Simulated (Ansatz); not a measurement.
# Decaying states in the gap of IF, part 3 of 4

A new crystal, IF: structure, gap and complex bands. It is built by putting I for part of the F in the F structure of space group C2/c, with the volume rescaled by atomic radii. The parent structure comes from the Materials Project.

Ansatz 0.2.0; PBEsol DFT, plane waves, PAW files (the session's first sound run).

So far, gap on path (eV): step 3 (band edges) 0.638.

The structure was built from a prototype and need not be the compound's stable phase.

## 6. Band edges at another level

This step: LDA DFT, plane waves, PAW files (Ansatz 0.2.0).

The edges again with LDA, at the same atoms.

Input file input.yaml:

```yaml
crystal:
  lattice:
    - [4.0951376144, -1.9695554164, -0.6830519256]
    - [4.0951376144, 1.9695554164, -0.6830519256]
    - [-2.6633956578, 0.0, 7.1789611191]
  atoms:
    - { symbol: I, position: [0.7498942493, 0.7501501261, 0.625030646] }
    - { symbol: F, position: [0.0011142385, 0.498841386, 0.874969354] }
    - { symbol: F, position: [0.498841386, 0.0011142385, 0.374969354] }
    - { symbol: I, position: [0.7501501261, 0.7498942493, 0.125030646] }
kpoints:
  mp_grid: { grid: [6, 6, 4] }
  band_path: { path: [VBM, CBM], npoints: 30 }
scf:
  occupations: { method: fixed }
hamiltonian:
  xc: lda
output:
  eigenvalues: true
```

The run is started by

```console
$ ansatz run input.yaml --threads 2 --pin off --max-ram 4096MiB --backend cpu --events-out ev --progress --plain --runs-dir out
```

Numbers of over 12 decimals in the logs are rounded to 6 here.

What it wrote:

```text
[...]
Crystal: 4 atoms, lattice volume = 108.639 Å³
Basis set: ecut = 420 eV, 2131 PW (Γ)
Bands: 29, of which v1, the nominal top of the filled ones, is band 24 counted from 1 (23 counted from 0)
Symmetry: 2 space group operations
[...]
k-points: 47 of 144 (time reversal used)
[...]
SCF iter   1: F=—  HF=-16296.353384 eV  |F-HF|=—  |Δ(HF+E_count)|=         —  Δρ=1.33e-2  dr2=1.45e-1  ethr=1.77e-3  ⟨swp⟩=4.9  Hψ=5742  notcnv=0  defer=141
[...]
SCF iter   7: F=-16296.316726 eV  HF=-16296.316726 eV  |F-HF|=2.16e-9  |Δ(HF+E_count)|=   5.81e-8  Δρ=1.97e-6  dr2=5.65e-9  ethr=1.91e-10  ⟨swp⟩=1.0  Hψ=3032  notcnv=0
SCF 1 converged in 7 iterations: F = -16296.316726 eV  dr2 = 5.65e-9
[...]
SCF converged after 7 iterations
Free energy (F): -16296.316726 eV
[...]
Internal energy: -16296.316726 eV  (E = F + TS)
E sigma→0 (E₀):  -16296.316726 eV
Fermi energy:    3.696925 eV
[...]
--- Band table (eV; the first three rows and the last of 47) ---
  k-point 0: bands = [... 20 lower, 2.0220, 3.2076, 3.6193, 3.6969, 4.6269, 7.2701, 8.9048, 10.1288, ... 1 higher]
  k-point 1: bands = [... 20 lower, 2.2467, 3.2652, 3.3539, 3.6041, 5.0477, 6.8410, 9.4454, 10.2517, ... 1 higher]
  k-point 2: bands = [... 20 lower, 2.7753, 2.7753, 3.4208, 3.4208, 5.9584, 5.9584, 10.2345, 10.2345, ... 1 higher]
  k-point 46: bands = [... 20 lower, 2.5074, 2.5074, 3.1929, 3.1929, 5.8260, 5.8260, 11.2509, 11.2509, ... 1 higher]
```

Run time: 19 s. Hardware: 2 threads of Intel Xeon Platinum 8488C (Sapphire Rapids), shared host; peak memory 0.43 GiB.

Numbers from this step:

```
free energy         : -16296.3167 eV
Fermi energy        : 3.697 eV
gap on the k-mesh   : 0.5777 eV
gap on path         : 0.5636 eV, by band count; negative where bands overlap
direct gap on path  : 0.8919 eV
edge places on path : 0, 0.4774 1/A along the path
```

Electronic bands along the path, in eV, zero at the Fermi level (highest filled level under fixed occupations); v1 is the highest filled band, c1 the lowest empty one:

| point | v4 | v3 | v2 | v1 | c1 | c2 | c3 | c4 |
| --- | --- | --- | --- | --- | --- | --- | --- | --- |
| VBM | -1.62 | -0.52 | -0.16 | 0.00 | 0.93 | 3.55 | 5.39 | 6.51 |
| halfway | -1.35 | -0.78 | -0.45 | -0.18 | 0.72 | 3.48 | 6.32 | 7.23 |
| CBM | -1.21 | -1.04 | -0.65 | -0.57 | 0.56 | 3.34 | 7.14 | 7.60 |

The searched edges give 0.564 eV, against 0.578 eV on the mesh.

## 7. Complex bands at another level

This step: LDA DFT, plane waves, PAW files; complex bands by layer matching along the plane's normal (Ansatz 0.2.0).

The complex bands at that level, over its own gap, at (0, 0) and (0.1875, 0.375).

Input file input.yaml:

```yaml
crystal:
  lattice:
    - [4.595199729, 0.0, 0.0]
    - [2.906851554, 3.558942904, 0.0]
    - [-3.440671981, -1.632240926, 6.642945511]
  atoms:
    - { symbol: I, position: [0.7498942493, 0.7501501261, 0.625030646] }
    - { symbol: F, position: [0.0011142385, 0.498841386, 0.874969354] }
    - { symbol: F, position: [0.498841386, 0.0011142385, 0.374969354] }
    - { symbol: I, position: [0.7501501261, 0.7498942493, 0.125030646] }
kpoints:
  mp_grid: { grid: [8, 8, 4] }
scf:
  occupations: { method: fixed }
hamiltonian:
  xc: lda
output:
  eigenvalues: true
  transmission:
    leads: [[0, 0]]
    kpoints: [[0.0, 0.0], [0.1875, 0.375]]
    e_range: [-1.0, 1.56]
    de: 0.05
```

What it wrote:

```text
[...]
Crystal: 4 atoms, lattice volume = 108.639 Å³
Basis set: ecut = 420 eV, 2131 PW (Γ)
Bands: 29, of which v1, the nominal top of the filled ones, is band 24 counted from 1 (23 counted from 0)
Symmetry: 2 space group operations
[...]
k-points: 78 of 256 (time reversal used)
[...]
SCF iter   1: F=—  HF=-16296.353698 eV  |F-HF|=—  |Δ(HF+E_count)|=         —  Δρ=1.33e-2  dr2=1.44e-1  ethr=1.77e-3  ⟨swp⟩=4.9  Hψ=9442  notcnv=0  defer=234
[...]
SCF iter   7: F=-16296.317032 eV  HF=-16296.317032 eV  |F-HF|=1.53e-9  |Δ(HF+E_count)|=   5.29e-8  Δρ=2.28e-6  dr2=6.41e-9  ethr=1.92e-10  ⟨swp⟩=1.0  Hψ=6755  notcnv=0
SCF 1 converged in 7 iterations: F = -16296.317032 eV  dr2 = 6.41e-9
[...]
transmission: 9 of 18 steps passed
transmission: 18 of 18 steps passed
SCF converged after 7 iterations
Free energy (F): -16296.317032 eV
[...]
Internal energy: -16296.317032 eV  (E = F + TS)
E sigma→0 (E₀):  -16296.317032 eV
Fermi energy:    3.696785 eV
[...]
--- Band table (eV; the first three rows and the last of 78) ---
  k-point 0: bands = [... 20 lower, 2.0220, 3.2075, 3.6193, 3.6968, 4.6270, 7.2702, 8.9048, 10.1287, ... 1 higher]
  k-point 1: bands = [... 20 lower, 2.2467, 3.2651, 3.3539, 3.6040, 5.0478, 6.8410, 9.4454, 10.2517, ... 1 higher]
  k-point 2: bands = [... 20 lower, 2.7753, 2.7753, 3.4207, 3.4207, 5.9584, 5.9584, 10.2345, 10.2345, ... 1 higher]
  k-point 77: bands = [... 20 lower, 2.5074, 2.5074, 3.1928, 3.1928, 5.8260, 5.8260, 11.2508, 11.2508, ... 1 higher]
--- Transmission ---
  basis      : 143 plane waves across, 9 finite elements along
  points     : 2, as listed
[...]
crystal 0  : I2F2, at the sites [0, 0], period 6.6429 Å: whole cells are its period
[...]
channels       : 0.000000e0 a spin
[...]
slowest decay  : 0.1542 /Å at (0.1875, 0.3750)
```

Wall time 14 s (2 threads); peak memory 0.52 GiB.

Numbers from this step:

```
free energy                                               : -16296.3170 eV
gap on the k-mesh                                         : 0.6130 eV
level to which the leads are filled                       : 0.3065 eV from the Fermi level
decay constant at the filling level, zone centre          : 0.2414 Å⁻¹
decay constant at the filling level, slowest listed point : 0.1542 Å⁻¹
```

K parallel (0, 0); values up to 1.5 1/Å, a degenerate pair printed once or twice; energies at which all values exceed this have no row. Table of Im kz of the slowest decaying states by energy, zero at the highest filled level on the SCF mesh:

| energy (eV) | decay 1 (Å⁻¹) | decay 2 (Å⁻¹) | decay 3 (Å⁻¹) | decay 4 (Å⁻¹) |
| --- | --- | --- | --- | --- |
| -1.00 | 0.386 | 0.781 | 1.31 | 1.42 |
| -0.85 | 0.377 | 0.599 | 0.879 | 1.31 |
| -0.75 | 0.369 | 0.501 | 0.907 | 1.31 |
| -0.60 | 0.316 | 0.368 | 0.932 | 1.30 |
| -0.50 | 0.100 | 0.354 | 0.943 | 1.30 |
| -0.35 | 0.340 | 0.955 | 1.29 | 1.37 |
| -0.25 | 0.330 | 0.961 | 1.29 | 1.36 |
| -0.10 | 0.313 | 0.967 | 1.29 | 1.35 |
| 0.00 | 0.00572 | 0.138 | 0.301 | 0.969 |
| 0.15 | 0.188 | 0.280 | 0.297 | 0.972 |
| 0.30 | 0.241 | 0.256 | 0.389 | 0.972 |
| 0.40 | 0.238 | 0.268 | 0.433 | 0.972 |
| 0.55 | 0.205 | 0.301 | 0.484 | 0.970 |
| 0.65 | 0.178 | 0.319 | 0.512 | 0.969 |
| 0.80 | 0.123 | 0.342 | 0.547 | 0.965 |
| 0.90 | 0.0596 | 0.355 | 0.567 | 0.962 |
| 1.05 | 0.373 | 0.593 | 0.958 | 1.24 |
| 1.15 | 0.383 | 0.608 | 0.954 | 1.24 |
| 1.30 | 0.395 | 0.628 | 0.948 | 1.23 |
| 1.40 | 0.403 | 0.640 | 0.943 | 1.23 |
| 1.55 | 0.412 | 0.656 | 0.936 | 1.22 |

K parallel (0, 0). Table of Re kz of states that move upwards by energy, zero at the highest filled level on the SCF mesh:

| energy (eV) | channel 1 (Å⁻¹) | channel 2 (Å⁻¹) |
| --- | --- | --- |
| -1.00 | 0.442 | - |
| -0.95 | 0.462 | - |
| -0.85 | -0.445 | - |
| -0.80 | -0.426 | - |
| -0.70 | -0.387 | - |
| -0.65 | -0.367 | - |
| -0.60 | -0.347 | - |
| -0.50 | -0.306 | - |
| -0.45 | -0.285 | 0.195 |
| -0.40 | -0.263 | 0.297 |
| -0.30 | -0.215 | 0.442 |
| -0.25 | -0.440 | -0.188 |
| -0.15 | -0.315 | -0.121 |
| -0.10 | -0.247 | -0.0676 |
| -0.05 | -0.165 | - |
| 0.00 | - | - |
| 0.05 | - | - |
| 0.10 | - | - |
| 0.15 | - | - |
| 0.25 | - | - |
| 0.30 | - | - |
| 0.40 | - | - |
| 0.45 | - | - |
| 0.50 | - | - |
| 0.60 | - | - |
| 0.65 | - | - |
| 0.70 | - | - |
| 0.80 | - | - |
| 0.85 | - | - |
| 0.95 | 0.0495 | - |
| 1.00 | 0.0927 | - |
| 1.05 | 0.122 | - |
| 1.15 | 0.167 | - |
| 1.20 | 0.186 | - |
| 1.25 | 0.204 | - |
| 1.35 | 0.236 | - |
| 1.40 | 0.251 | - |
| 1.50 | 0.280 | - |
| 1.55 | 0.294 | - |

K parallel (0.1875, 0.375); values up to 1.5 1/Å, a degenerate pair printed once or twice; energies at which all values exceed this have no row. Im kz of the slowest decaying states against energy, zero at the highest filled level on the SCF mesh:

| energy (eV) | decay 1 (Å⁻¹) | decay 2 (Å⁻¹) | decay 3 (Å⁻¹) | decay 4 (Å⁻¹) |
| --- | --- | --- | --- | --- |
| -1.00 | 0.152 | 0.372 | 1.08 | 1.27 |
| -0.85 | 0.0242 | 0.215 | 0.355 | 1.10 |
| -0.75 | 0.155 | 0.341 | 1.12 | 1.28 |
| -0.60 | 0.0838 | 0.306 | 1.13 | 1.29 |
| -0.50 | 0.177 | 0.363 | 1.13 | 1.29 |
| -0.35 | 0.200 | 0.221 | 0.438 | 1.13 |
| -0.25 | 0.226 | 0.273 | 0.472 | 1.13 |
| -0.10 | 0.219 | 0.345 | 0.510 | 1.12 |
| 0.00 | 0.209 | 0.381 | 0.531 | 1.11 |
| 0.15 | 0.187 | 0.424 | 0.556 | 1.10 |
| 0.30 | 0.154 | 0.459 | 0.575 | 1.09 |
| 0.40 | 0.124 | 0.478 | 0.586 | 1.08 |
| 0.55 | 0.0364 | 0.504 | 0.600 | 1.07 |
| 0.65 | 0.518 | 0.608 | 1.07 | 1.32 |
| 0.80 | 0.538 | 0.617 | 1.06 | 1.31 |
| 0.90 | 0.549 | 0.623 | 1.05 | 1.31 |
| 1.05 | 0.565 | 0.629 | 1.04 | 1.30 |
| 1.15 | 0.574 | 0.633 | 1.03 | 1.29 |
| 1.30 | 0.586 | 0.638 | 1.02 | 1.28 |
| 1.40 | 0.593 | 0.640 | 1.01 | 1.28 |
| 1.55 | 0.602 | 0.642 | 1.00 | 1.27 |

K parallel (0.1875, 0.375). Table of Re kz of states that move upwards by energy, zero at the highest filled level on the SCF mesh:

| energy (eV) | channel 1 (Å⁻¹) | channel 2 (Å⁻¹) |
| --- | --- | --- |
| -1.00 | 0.282 | - |
| -0.90 | 0.395 | - |
| -0.80 | 0.465 | - |
| -0.75 | -0.430 | - |
| -0.65 | 0.0388 | - |
| -0.55 | -0.321 | - |
| -0.45 | - | - |
| -0.40 | - | - |
| -0.30 | - | - |
| -0.20 | - | - |
| -0.10 | - | - |
| -0.05 | - | - |
| 0.00 | - | - |
| 0.05 | - | - |
| 0.15 | - | - |
| 0.25 | - | - |
| 0.30 | - | - |
| 0.40 | - | - |
| 0.50 | - | - |
| 0.60 | 0.282 | - |
| 0.65 | 0.316 | - |
| 0.75 | 0.364 | - |
| 0.85 | 0.401 | - |
| 0.95 | 0.434 | - |
| 1.00 | 0.449 | - |
| 1.10 | -0.467 | - |
| 1.20 | -0.440 | - |
| 1.30 | -0.414 | - |
| 1.35 | -0.401 | - |
| 1.45 | -0.376 | - |
| 1.55 | -0.352 | - |

At the listed wavevectors the last open channel is at -0.05 eV and the next at +0.60 eV on the grid. At +0.30 eV, the grid energy nearest the filling level (the middle of the gap on the SCF mesh), the slowest state at the listed wavevectors decays with κ = 0.154 Å⁻¹, its amplitude falling by e over 6.5 Å; the first such run, plane (001), gave 0.161 Å⁻¹ over as many of its listed wavevectors.

## 8. The same cell, other settings

This step: PBEsol DFT, plane waves, PAW files; complex bands by layer matching along the plane's normal; changed: scf.lower_state_search = "standard", crystal.symmetry = {"detect": false} (Ansatz 0.2.0).

This run repeats an earlier one, its twin (the complex run, plane (001)), with two settings changed (crystal.symmetry.detect, scf.lower_state_search; files written aside). It is meant to test whether the numerical route changes the result or only the time and how the run responds. Where the input is shown as a difference, that is against the step before, not the twin.

Edit input.yaml of step 7 so:

```diff
@@ -10,2 +10,3 @@
     - { symbol: I, position: [0.7501501261, 0.7498942493, 0.125030646] }
+  symmetry: { detect: false }
 kpoints:
@@ -14,4 +15,5 @@
   occupations: { method: fixed }
+  lower_state_search: standard
 hamiltonian:
-  xc: lda
+  xc: pbesol
 output:
@@ -20,4 +22,4 @@
     leads: [[0, 0]]
-    kpoints: [[0.0, 0.0], [0.1875, 0.375]]
-    e_range: [-1.0, 1.56]
+    kpoints: [[0.0, 0.0], [0.1901, 0.375], [0.0521, 0.0521]]
+    e_range: [-1.0, 1.64]
     de: 0.05
```

What it wrote:

```text
[...]
Crystal: 4 atoms, lattice volume = 108.639 Å³
Basis set: ecut = 420 eV, 2131 PW (Γ)
Bands: 29, of which v1, the nominal top of the filled ones, is band 24 counted from 1 (23 counted from 0)
Symmetry: 1 space group operations
k-points: 132 of 256 (time reversal used)
[...]
SCF iter   1: F=—  HF=-16462.678941 eV  |F-HF|=—  |Δ(HF+E_count)|=         —  Δρ=1.18e-2  dr2=1.10e-1  ethr=1.77e-3  ⟨swp⟩=4.9  Hψ=15885  notcnv=0  defer=396
[...]
SCF iter   8: F=-16462.651672 eV  HF=-16462.651672 eV  |F-HF|=2.86e-8  |Δ(HF+E_count)|=   7.06e-9  Δρ=8.04e-6  dr2=5.55e-8  ethr=2.08e-10  ⟨swp⟩=1.7  Hψ=9914  notcnv=0
SCF 1 converged in 8 iterations: F = -16462.651672 eV  dr2 = 5.55e-8
[...]
transmission: 9 of 27 steps passed
transmission: 18 of 27 steps passed
transmission: 27 of 27 steps passed
SCF converged after 8 iterations
Free energy (F): -16462.651672 eV
[...]
Internal energy: -16462.651672 eV  (E = F + TS)
E sigma→0 (E₀):  -16462.651672 eV
Fermi energy:    3.884734 eV
[...]
--- Band table (eV; the first three rows and the last of 132) ---
  k-point 0: bands = [... 20 lower, 2.2369, 3.4097, 3.8067, 3.8847, 4.8776, 7.5524, 9.3099, 10.4700, ... 1 higher]
  k-point 1: bands = [... 20 lower, 2.4588, 3.4658, 3.5482, 3.7948, 5.3053, 7.1239, 9.8392, 10.5993, ... 1 higher]
  k-point 2: bands = [... 20 lower, 2.9804, 2.9804, 3.6169, 3.6169, 6.2298, 6.2298, 10.6094, 10.6094, ... 1 higher]
  k-point 131: bands = [... 20 lower, 2.7167, 2.7168, 3.3953, 3.3953, 6.0956, 6.0957, 11.5503, 11.5503, ... 1 higher]
--- Transmission ---
  basis      : 143 plane waves across, 9 finite elements along
  points     : 3, as listed
[...]
crystal 0  : I2F2, at the sites [0, 0], period 6.6429 Å: whole cells are its period
[...]
channels       : 0.000000e0 a spin
[...]
slowest decay  : 0.1607 /Å at (0.1901, 0.3750)
```

The job ended after 22 s (2 threads; peak memory 0.6 GiB; 44 s of CPU time).

Numbers from this step:

* free energy: -16462.6517 eV
* Fermi energy: 3.885 eV
* gap on the k-mesh: 0.6855 eV
* level to which the leads are filled: 0.3428 eV from the Fermi level
* decay constant at the filling level, zone centre: 0.2563 Å⁻¹
* decay constant at the filling level, slowest listed point: 0.1607 Å⁻¹

K parallel (0, 0); values up to 1.5 1/Å, a degenerate pair printed once or twice; energies at which all values exceed this have no row. Table of Im kz of the slowest decaying states by energy, zero at the highest filled level on the SCF mesh:

| energy (eV) | decay 1 (Å⁻¹) | decay 2 (Å⁻¹) | decay 3 (Å⁻¹) | decay 4 (Å⁻¹) |
| --- | --- | --- | --- | --- |
| -1.000 | 0.386 | 0.790 | 1.32 | 1.43 |
| -0.800 | 0.373 | 0.575 | 0.890 | 1.32 |
| -0.600 | 0.333 | 0.379 | 0.933 | 1.31 |
| -0.400 | 0.348 | 0.955 | 1.31 | 1.38 |
| -0.200 | 0.328 | 0.968 | 1.30 | 1.37 |
| 0.000 | 0.00504 | 0.140 | 0.306 | 0.975 |
| 0.200 | 0.212 | 0.280 | 0.337 | 0.979 |
| 0.400 | 0.247 | 0.273 | 0.438 | 0.979 |
| 0.600 | 0.206 | 0.316 | 0.504 | 0.977 |
| 0.800 | 0.148 | 0.348 | 0.553 | 0.974 |
| 1.000 | 0.374 | 0.590 | 0.968 | 1.26 |
| 1.200 | 0.394 | 0.620 | 0.962 | 1.25 |
| 1.400 | 0.410 | 0.645 | 0.953 | 1.24 |
| 1.600 | 0.423 | 0.666 | 0.944 | 1.23 |

K parallel (0, 0). The Re kz of states that move upwards by energy, zero at the highest filled level on the SCF mesh:

| energy (eV) | channel 1 (Å⁻¹) | channel 2 (Å⁻¹) |
| --- | --- | --- |
| -1.00 | 0.434 | - |
| -0.90 | -0.471 | - |
| -0.75 | -0.412 | - |
| -0.65 | -0.372 | - |
| -0.50 | -0.310 | - |
| -0.40 | -0.266 | 0.275 |
| -0.25 | -0.450 | -0.191 |
| -0.15 | -0.321 | -0.122 |
| 0.00 | - | - |
| 0.10 | - | - |
| 0.25 | - | - |
| 0.35 | - | - |
| 0.50 | - | - |
| 0.60 | - | - |
| 0.75 | - | - |
| 0.85 | - | - |
| 1.00 | 0.0302 | - |
| 1.10 | 0.114 | - |
| 1.25 | 0.180 | - |
| 1.35 | 0.214 | - |
| 1.50 | 0.260 | - |
| 1.60 | 0.288 | - |

K parallel (0.1901, 0.375); values up to 1.5 1/Å, a degenerate pair printed once or twice; energies at which all values exceed this have no row. Table of Im kz of the slowest decaying states by energy, zero at the highest filled level on the SCF mesh:

| energy (eV) | decay 1 (Å⁻¹) | decay 2 (Å⁻¹) | decay 3 (Å⁻¹) | decay 4 (Å⁻¹) |
| --- | --- | --- | --- | --- |
| -1.000 | 0.0569 | 0.379 | 1.08 | 1.29 |
| -0.800 | 0.205 | 0.356 | 1.11 | 1.29 |
| -0.600 | 0.102 | 0.315 | 1.13 | 1.30 |
| -0.400 | 0.136 | 0.216 | 0.411 | 1.14 |
| -0.200 | 0.232 | 0.299 | 0.484 | 1.13 |
| 0.000 | 0.220 | 0.382 | 0.531 | 1.12 |
| 0.200 | 0.192 | 0.438 | 0.564 | 1.11 |
| 0.400 | 0.147 | 0.481 | 0.589 | 1.10 |
| 0.600 | 0.0607 | 0.514 | 0.607 | 1.08 |
| 0.800 | 0.541 | 0.621 | 1.07 | 1.32 |
| 1.000 | 0.563 | 0.632 | 1.05 | 1.31 |
| 1.200 | 0.582 | 0.639 | 1.04 | 1.30 |
| 1.400 | 0.597 | 0.645 | 1.03 | 1.28 |
| 1.600 | 0.610 | 0.648 | 1.01 | 1.27 |

K parallel (0.1901, 0.375). Table of Re kz of states that move upwards, channel 1 by energy, zero at the highest filled level on the SCF mesh:

| energy (eV) | Re kz of states that move upwards, channel 1 (Å⁻¹) |
| --- | --- |
| -1.00 | 0.258 |
| -0.90 | 0.381 |
| -0.75 | -0.442 |
| -0.65 | 0.00564 |
| -0.50 | -0.256 |
| -0.40 | - |
| -0.25 | - |
| -0.15 | - |
| 0.00 | - |
| 0.10 | - |
| 0.25 | - |
| 0.35 | - |
| 0.50 | - |
| 0.60 | - |
| 0.75 | 0.331 |
| 0.85 | 0.375 |
| 1.00 | 0.427 |
| 1.10 | 0.458 |
| 1.25 | -0.446 |
| 1.35 | -0.420 |
| 1.50 | -0.382 |
| 1.60 | -0.358 |

K parallel (0.0521, 0.0521); values up to 1.5 1/Å, a degenerate pair printed once or twice; energies at which all values exceed this have no row. Table of Im kz of the slowest decaying states by energy, zero at the highest filled level on the SCF mesh:

| energy (eV) | decay 1 (Å⁻¹) | decay 2 (Å⁻¹) | decay 3 (Å⁻¹) | decay 4 (Å⁻¹) |
| --- | --- | --- | --- | --- |
| -1.000 | 0.385 | 0.630 | 0.942 | 1.31 |
| -0.800 | 0.372 | 0.499 | 0.954 | 1.31 |
| -0.600 | 0.288 | 0.360 | 0.969 | 1.31 |
| -0.400 | 0.345 | 0.980 | 1.30 | 1.32 |
| -0.200 | 0.326 | 0.988 | 1.29 | 1.31 |
| 0.000 | 0.149 | 0.303 | 0.992 | 1.29 |
| 0.200 | 0.227 | 0.277 | 0.327 | 0.993 |
| 0.400 | 0.244 | 0.285 | 0.429 | 0.992 |
| 0.600 | 0.202 | 0.327 | 0.495 | 0.989 |
| 0.800 | 0.142 | 0.360 | 0.543 | 0.984 |
| 1.000 | 0.386 | 0.580 | 0.978 | 1.25 |
| 1.200 | 0.406 | 0.610 | 0.971 | 1.24 |
| 1.400 | 0.423 | 0.634 | 0.962 | 1.24 |
| 1.600 | 0.436 | 0.655 | 0.953 | 1.23 |

(Part 3 of 4 ends here.)

[Logs are printed without paths, hosts, clocks, repeated set-up lines and the standing remarks that a program may print on its own settings, such as how far it seeks lower states.]

[Hosts, paths, dates, database ids (printed as entryN), source tags and the programs' standing remarks are cut or masked in the printed files.]
